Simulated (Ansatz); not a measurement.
# SrZrSeO2 (built on the sites of a database entry of SrZrO3): from the cell to its phonons

Task: relax SrZrSeO2 (built on the sites of a database entry of SrZrO3), then find its harmonic phonons.

Calculated with Ansatz 0.2.0; DFT PBEsol, scalar-relativistic, plane waves, PAW.

The structure was built from a prototype and need not be the compound's stable phase.

## (1) The structure

It takes space group P4/mmm (No. 123, tetragonal). The conventional cell has a = 4.205 Å, b = 4.205 Å, c = 4.205 Å, α = 90.00°, β = 90.00°, γ = 90.00°. Sr has 4 O at 2.10 Å and 2 Se at 2.10 Å nearest. Nearest to Zr lie 8 O at 2.97 Å and 4 Se at 2.97 Å. O has 2 Sr at 2.10 Å and 4 Zr at 2.97 Å nearest. Nearest to Se lie 2 Sr at 2.10 Å and 4 Zr at 2.97 Å. Farther neighbours and most contacts between anions are not listed.

## (2) Rough relaxation

A rough relaxation comes first, because large forces or stress need no tight tolerances yet.

input.yaml

```yaml
crystal:
  lattice:
    - [4.20511, 0.0, 0.0]
    - [0.0, 4.20511, 0.0]
    - [0.0, 0.0, 4.20511]
  atoms:
    - { symbol: Sr, position: [0.0, 0.0, 0.0] }
    - { symbol: Zr, position: [0.5, 0.5, 0.5] }
    - { symbol: O, position: [0.0, 0.0, 0.5] }
    - { symbol: Se, position: [0.5, 0.0, 0.0] }
    - { symbol: O, position: [0.0, 0.5, 0.0] }
kpoints:
  mp_grid: { grid: [6, 6, 6] }
hamiltonian:
  xc: pbesol
scf:
  occupations: { method: gaussian, width: 0.1 }
output:
  forces: true
  stress: true
  eigenvalues: true
relax:
  adjacent_minimum: "off"
  f_tol: 0.05
  max_steps: 80
  cell: { stress_tol: 0.5 }
```

Run with:

```bash
$ ansatz run input.yaml --threads 8 --pin off --max-ram 14336MiB --backend cpu --events-out ev --progress --plain --runs-dir out
```

Numbers of over 12 decimals in the logs are rounded to 6 here.

What it wrote:

```text
The last accepted step is kept in <dir> (removed where the run ends without a failure and the disk answers)
Engine: ansatz 0.2.0, aarch64-unknown-linux-gnu
Pseudopotentials: kind: paw
Pseudopotential: Sr, paw, valence charge 10, recommended cutoff 420 eV (normal), Sr.paw.azcp
Pseudopotential: Zr, paw, valence charge 12, recommended cutoff 420 eV (normal), Zr.paw.azcp
[...]
cell:  # Å, volume = 100.5501 Å³
    - [5.546723, 0, 0.0]
    - [0, 4.257681, 0.0]
    - [0.0, 0.0, 4.257681]
  atoms:
    - { symbol: Sr, position: [0, 0, 0.0] }
    - { symbol: Zr, position: [0.5, 0.500000, 0.500000] }
    - { symbol: O, position: [0, 0, 0.500000] }
    - { symbol: Se, position: [0.5, 0, 0.0] }
    - { symbol: O, position: [0, 0.500000, 0.0] }
[key lines of the parts left out:]
SCF converged after 6 iterations
Free energy (F): -14164.249490 eV
Fermi energy:    8.059872 eV
P = ⅓ Tr σ = -0.0985 GPa (-0.985 kbar)
```

Elapsed: 10 s, on 8 threads of Arm Neoverse V2, shared host; peak memory 0.59 GiB.

The steps of the relaxation:

| step | energy less that of the first step (eV) | largest force component (eV/Å) | pressure (GPa) | volume (Å³) |
| --- | --- | --- | --- | --- |
| 1 | 0.0000 | 0.0000 | 40.28 | 74.36 |
| 2 | -1.7284 | 0.0000 | 25.96 | 79.99 |
| 3 | -2.9566 | 0.0000 | 16.51 | 84.88 |
| 4 | -3.7449 | 0.0000 | 13.40 | 85.89 |
| 5 | -4.3277 | 0.0000 | 7.69 | 89.25 |
| 6 | -4.5660 | 0.0000 | 1.28 | 93.88 |
| 7 | -4.5720 | 0.0000 | 0.09 | 94.85 |
| 8* | -4.9650 | 0.0000 | 4.00 | 94.85 |
| 9 | -5.0614 | 0.0000 | 1.05 | 98.60 |
| 10 | -5.0695 | 0.0000 | -0.15 | 100.55 |
| 11* | -5.0840 | 0.0000 | -0.10 | 100.55 |

Relaxation steps marked * repeat the geometry before them on a plane-wave basis chosen anew for their cell, so energy and pressure can jump there.

Forces are held to the 16 operations that the run works with; a distortion that breaks them can't arise in this run.

| cell as run | before | after | change |
| --- | --- | --- | --- |
| a (Å) | 4.205 | 5.547 | +31.9 % |
| b (Å) | 4.205 | 4.258 | +1.3 % |
| c (Å) | 4.205 | 4.258 | +1.3 % |
| volume (Å³/atom) | 14.87 | 20.11 | +35.2 % |

Final coordinates:

```xyz
5
Lattice="5.5467 0.0000 0.0000 0.0000 4.2577 0.0000 0.0000 0.0000 4.2577" Properties=species:S:1:pos:R:3 pbc="T T T"
Sr    0.0000    0.0000    0.0000
Zr    2.7734    2.1288    2.1288
O     0.0000    0.0000    2.1288
Se    2.7734    0.0000    0.0000
O     0.0000    2.1288    0.0000
```

This step gave:

| Item | Value |
| --- | --- |
| pressure | -0.09851 GPa |
| volume per atom | 20.11 Å³ |
| gap on the k-mesh | 0 eV |

In this step the volume went from 14.87 to 20.11 Å³/atom.

## (3) Bringing the structure to rest

Harmonic phonons are second derivatives at a point where the forces vanish, and they are wanted at zero stress, so atoms and cell are relaxed first.

input.yaml, the sections that differ from step 2:

```yaml
crystal:
  lattice:
    - [5.546723074, 0.0, 0.0]
    - [0.0, 4.2576806111, 0.0]
    - [0.0, 0.0, 4.2576806111]
  atoms:
    - { symbol: Sr, position: [0.0, 0.0, 0.0] }
    - { symbol: Zr, position: [0.5, 0.5, 0.5] }
    - { symbol: O, position: [0.0, 0.0, 0.5] }
    - { symbol: Se, position: [0.5, 0.0, 0.0] }
    - { symbol: O, position: [0.0, 0.5, 0.0] }
kpoints:
  mp_grid: { grid: [6, 8, 8] }
relax:
  adjacent_minimum: "off"
  f_tol: 0.005
  max_steps: 80
  cell: { stress_tol: 0.05 }
# hamiltonian, scf, output: as in step 2
```

What it wrote:

```text
[...]
Crystal: 5 atoms, lattice volume = 100.550 Å³
Basis set: ecut = 420 eV, 1979 PW (Γ), exchange–correlation on 80×60×60 points (8 copies of the dense FFT grid, shifted against one another)
Bands: 30, of which v1, the nominal top of the filled ones, is band 25 counted from 1 (24 counted from 0)
Symmetry: 16 space group operations
[...]
k-points: 60 of 384
[...]
--- Relaxed structure (4 steps of the walk, 4 accepted, 1 SCFs on fresh bases) ---
[...]
cell:  # Å, volume = 100.1396 Å³
    - [5.582095, 0, 0.0]
    - [0, 4.235497, 0.0]
    - [0.0, 0.0, 4.235497]
  atoms:
    - { symbol: Sr, position: [0, 0, 0.0] }
    - { symbol: Zr, position: [0.5, 0.5, 0.5] }
    - { symbol: O, position: [0, 0, 0.5] }
    - { symbol: Se, position: [0.5, 0, 0.0] }
    - { symbol: O, position: [0, 0.5, 0.0] }
[key lines of the parts left out:]
SCF converged after 7 iterations
Free energy (F): -14164.224668 eV
Fermi energy:    8.225673 eV
P = ⅓ Tr σ = -0.0097 GPa (-0.097 kbar)
```

Elapsed: 6.6 s, on 8 threads; peak memory 0.63 GiB; 47 s of CPU time.

The steps of the relaxation:

| step | energy less that of the first step (eV) | largest force component (eV/Å) | pressure (GPa) | volume (Å³) |
| --- | --- | --- | --- | --- |
| 1 | 0.0000 | 0.0000 | -0.40 | 100.55 |
| 2 | -0.0042 | 0.0000 | -0.26 | 100.50 |
| 3 | -0.0052 | 0.0000 | 0.09 | 100.01 |
| 4 | -0.0050 | 0.0000 | 0.00 | 100.14 |
| 5* | -0.0045 | 0.0000 | -0.01 | 100.14 |

Relaxation steps marked * repeat the geometry before them on a plane-wave basis chosen anew for their cell, so energy and pressure can jump there.

The run keeps the 16 symmetry operations that it works with, so distortions that break them were not tested.

| cell as run | before | after | change |
| --- | --- | --- | --- |
| a (Å) | 5.547 | 5.582 | +0.6 % |
| b (Å) | 4.258 | 4.235 | -0.5 % |
| c (Å) | 4.258 | 4.235 | -0.5 % |
| volume (Å³/atom) | 20.11 | 20.03 | -0.4 % |

The relaxed structure:

```xyz
5
Lattice="5.5821 0.0000 0.0000 0.0000 4.2355 0.0000 0.0000 0.0000 4.2355" Properties=species:S:1:pos:R:3 pbc="T T T"
Sr    0.0000    0.0000    0.0000
Zr    2.7910    2.1177    2.1177
O     0.0000    0.0000    2.1177
Se    2.7910    0.0000    0.0000
O     0.0000    2.1177    0.0000
```

Numbers from this step:

- pressure: -0.009653 GPa
- volume per atom: 20.03 Å³

In this step the volume went from 20.11 to 20.03 Å³/atom.

## (4) Tight relaxation

Phonons need a cell at rest on their own settings, so the relaxation is repeated with tight tolerances on forces and stress, using the mesh and the filling of the phonon run that follows.

input.yaml

```yaml
crystal:
  lattice:
    - [5.5820945445, 0.0, 0.0]
    - [0.0, 4.235497097, 0.0]
    - [0.0, 0.0, 4.235497097]
  atoms:
    - { symbol: Sr, position: [0.0, 0.0, 0.0] }
    - { symbol: Zr, position: [0.5, 0.5, 0.5] }
    - { symbol: O, position: [0.0, 0.0, 0.5] }
    - { symbol: Se, position: [0.5, 0.0, 0.0] }
    - { symbol: O, position: [0.0, 0.5, 0.0] }
kpoints:
  mp_grid: { grid: [6, 8, 8] }
hamiltonian:
  xc: pbesol
scf:
  occupations: { method: methfessel_paxton, width: 0.2 }
output:
  forces: true
  stress: true
  eigenvalues: true
relax:
  adjacent_minimum: "off"
  f_tol: 0.001
  max_steps: 60
  cell: { stress_tol: 0.01 }
```

What it wrote:

```text
[...]
Crystal: 5 atoms, lattice volume = 100.140 Å³
Basis set: ecut = 420 eV, 1939 PW (Γ), exchange–correlation on 80×60×60 points (8 copies of the dense FFT grid, shifted against one another)
Bands: 30, of which v1, the nominal top of the filled ones, is band 25 counted from 1 (24 counted from 0)
Symmetry: 16 space group operations
[...]
k-points: 60 of 384
[...]
--- Relaxed structure (3 steps of the walk, 3 accepted, 1 SCFs on fresh bases) ---
[...]
cell:  # Å, volume = 100.0735 Å³
    - [5.582528, 0.0, 0.0]
    - [0.0, 4.233934, 0.0]
    - [0.0, 0.0, 4.233934]
  atoms:
    - { symbol: Sr, position: [0, 0, 0.0] }
    - { symbol: Zr, position: [0.5, 0.5, 0.5] }
    - { symbol: O, position: [0, 0, 0.5] }
    - { symbol: Se, position: [0.5, 0, 0.0] }
    - { symbol: O, position: [0, 0.5, 0.0] }
[key lines of the parts left out:]
SCF converged after 8 iterations
Free energy (F): -14164.213525 eV
Fermi energy:    8.247423 eV
P = ⅓ Tr σ = -0.0023 GPa (-0.023 kbar)
```

Wall time 6.2 s (8 threads); peak memory 0.64 GiB; 44 s of CPU time.

Little changed from the start: no atom moved by 0.005 Å and no cell edge by 0.1 %.

Numbers from this step:

| Item | Value |
| --- | --- |
| pressure | -0.002253 GPa |
| volume per atom | 20.01 Å³ |

The forces vanish by symmetry and the pressure is -0.002 GPa, within the tolerances set. The cell now holds 20.01 Å³/atom.

## (5) Zone-centre response

The zone centre comes first: it holds the modes that light can see, as far as symmetry allows. No field response is asked, since the mesh shows no gap.

input.yaml, the sections that differ from step 4:

```yaml
crystal:
  lattice:
    - [5.5825277803, 0.0, 0.0]
    - [0.0, 4.2339339086, 0.0]
    - [0.0, 0.0, 4.2339339086]
  atoms:
    - { symbol: Sr, position: [0.0, 0.0, 0.0] }
    - { symbol: Zr, position: [0.5, 0.5, 0.5] }
    - { symbol: O, position: [0.0, 0.0, 0.5] }
    - { symbol: Se, position: [0.5, 0.0, 0.0] }
    - { symbol: O, position: [0.0, 0.5, 0.0] }
output:
  eigenvalues: true
phonons:
  method: dfpt
# kpoints, hamiltonian, scf: as in step 4
# relax: removed
```

What it wrote:

```text
zone centre: on kpoints.mp_grid the ground state, and the responses unless they are solved on pairs of k-points, stand on 100 of the mesh's 384 k-points, reduced under 8 symmetry operations, with k and −k counted as one. Each operation leaves every solved displacement unchanged or reverses it
[...]
Crystal: 5 atoms, lattice volume = 100.073 Å³
Basis set: ecut = 420 eV, 1939 PW (Γ), exchange–correlation on 80×60×60 points (8 copies of the dense FFT grid, shifted against one another)
Bands: 30, of which v1, the nominal top of the filled ones, is band 25 counted from 1 (24 counted from 0)
Symmetry: 16 space group operations
k-points: 100 of 384 (irreducible under 8 space group operations)
[...]
SCF iter   1: F=—  HF=-14164.280837 eV  |F-HF|=—  |Δ(HF+E_count)|=         —  Δρ=2.55e-2  dr2=1.24e0  ethr=1.77e-3  ⟨swp⟩=7.0  Hψ=30375  notcnv=0
[...]
SCF iter  13: F=-14164.213525 eV  HF=-14164.213525 eV  |F-HF|=0.00e0  |Δ(HF+E_count)|=  3.64e-12  S|Δr|=    0.00e0  Δρ=3.55e-8  dr2=1.69e-12  ethr=1.00e-12  ⟨swp⟩=11.4  Hψ=16926  notcnv=0
the search or the solves at the SCF's close seem to have found levels that the self-consistency loop had missed (the run counts 1). By its estimate they hold under 1e-12 electrons; where the run keeps them, the occupations were computed again with them
SCF 1 converged in 13 iterations: F = -14164.213525 eV  dr2 = 1.69e-12
[...]
DFPT response loops at Γ: preconditioner auto → Kerker (q_TF=auto, 2.430 Å⁻¹) (partly filled bands, converged f_vac=0.007); β = 1.00, the filter's whole step (`scf.mixing.beta` (0.50) is not read by the response loops under this deck's `scf.mixing.preconditioner`; to damp them name `kerker` or `kerker_dos`, under which they read `scf.mixing.beta`, and type it under 1.00, their step now; both keys bind the ground state too); Broyden in place of MSR1
SCF converged after 13 iterations
[...]
Free energy (F): -14164.213525 eV
[...]
Internal energy: -14164.207185 eV  (E = F + TS)
E sigma→0 (E₀):  -14164.211940 eV
Entropy (-TS):   -0.006340 eV (-1.268 meV/atom)
Fermi energy:    8.247423 eV
[...]
--- Band table (eV; the first three rows and the last of 100) ---
  k-point 0: bands = [... 21 lower, 7.0269, 7.0269, 7.3660, 7.9987, 8.2382, 8.2988, 8.2988, 8.6942, ... 6 higher]
  k-point 1: bands = [... 21 lower, 6.9097, 7.2427, 7.2898, 8.1983, 8.3276, 8.4319, 8.5294, 8.5320, ... 6 higher]
  k-point 2: bands = [... 21 lower, 6.6979, 7.0820, 7.2424, 7.7914, 8.3996, 8.6961, 8.7621, 8.9458, ... 6 higher]
  k-point 99: bands = [... 21 lower, 5.7610, 6.7985, 6.7985, 7.8358, 7.8358, 7.9307, 8.5018, 9.0598, ... 6 higher]
--- Phonons (Γ-DFPT): 9 representative perturbations + reference, on 100 of 384 k-points (Σ response iterations 27) ---
  k mesh reduced under 8 symmetry operations, with k and −k counted as one. Each operation leaves every solved displacement unchanged or reverses it
  ASR residual: 8.097e-5 → 0.000e0 eV/Å²; symmetrization residual: 2.306e-6 eV/Å²
  ASR residual per site (eV/Å²): 8.10e-5 1.08e-5 3.74e-5 5.08e-6 3.74e-5
  Γ frequencies (cm⁻¹): -301.26 -249.91 -192.21 -192.21 -116.38 -116.38 0.00 0.00 0.00 78.19 78.19 110.02 279.55 689.87 689.87
  non-analytic LO–TO correction: not included (Born effective charges unavailable; polar crystals: no LO–TO splitting at Γ)
```

Elapsed: 39 s, on 8 threads; peak memory 1.5 GiB.

This step gave:

* sum-rule residual before enforcement: 8.10e-5 eV/Å²
* point group: 4/mmm
* highest optical mode at the zone centre (no LO-TO term): 689.9 cm⁻¹
* lowest optical zone-centre mode: -301.3 cm⁻¹

Patterns of degenerate modes are one choice out of their space. The modes at Γ (shares of kinetic energy by element, %) (negative means imaginary):

| mode | frequency (cm⁻¹) | symmetry | Sr % | Zr % | O % | Se % |
| --- | --- | --- | --- | --- | --- | --- |
| 1 | -301.3 | B2u | 0 | 0 | 100 | 0 |
| 2 | -249.9 | A2u | 0 | 28 | 72 | 0 |
| 3 | -192.2 | Eu | 0 | 18 | 82 | 0 |
| 4 | -192.2 | Eu | 0 | 18 | 82 | 0 |
| 5 | -116.4 | Eu | 0 | 31 | 7 | 62 |
| 6 | -116.4 | Eu | 0 | 31 | 7 | 62 |
| 7 | 0.0 | acoustic | 30 | 31 | 11 | 27 |
| 8 | 0.0 | acoustic | 30 | 31 | 11 | 27 |
| 9 | 0.0 | acoustic | 30 | 31 | 11 | 27 |
| 10 | 78.2 | Eu | 56 | 20 | 13 | 11 |
| 11 | 78.2 | Eu | 56 | 20 | 13 | 11 |
| 12 | 110.0 | A2u | 24 | 41 | 17 | 19 |
| 13 | 279.6 | A2u | 46 | 0 | 0 | 54 |
| 14 | 689.9 | Eu | 13 | 0 | 87 | 0 |
| 15 | 689.9 | Eu | 13 | 0 | 87 | 0 |

Displacements in mode 1 (-301.3 cm⁻¹), the largest set to 1:
```
Sr1  0.00  0.00  0.00
Zr2  0.00  0.00  0.00
O3   1.00  0.00  0.00
Se4  0.00  0.00  0.00
O5  -1.00  0.00  0.00
```

Displacements in mode 5 (-116.4 cm⁻¹), the largest set to 1:
```
Sr1  0.00  0.02 -0.07
Zr2  0.00  0.15 -0.66
O3   0.00  0.18 -0.07
Se4  0.00 -0.23  1.00
O5   0.00  0.02 -0.76
```

Before it was imposed, the acoustic sum rule was missed by 8.1e-5 eV/Å². Small misses are needed for a sound result but don't prove that mesh and cutoff are converged. The lowest optical mode is imaginary, 301.3i cm⁻¹, so the energy falls along it.

(Part 1 of 2 ends here.)

[Logs are printed without paths, hosts, clocks, repeated set-up lines and the standing remarks that a program may print on its own settings, such as how far it seeks lower states.]

[Hosts, paths, dates, database ids (printed as entryN), source tags and the programs' standing remarks are cut or masked in the printed files.]
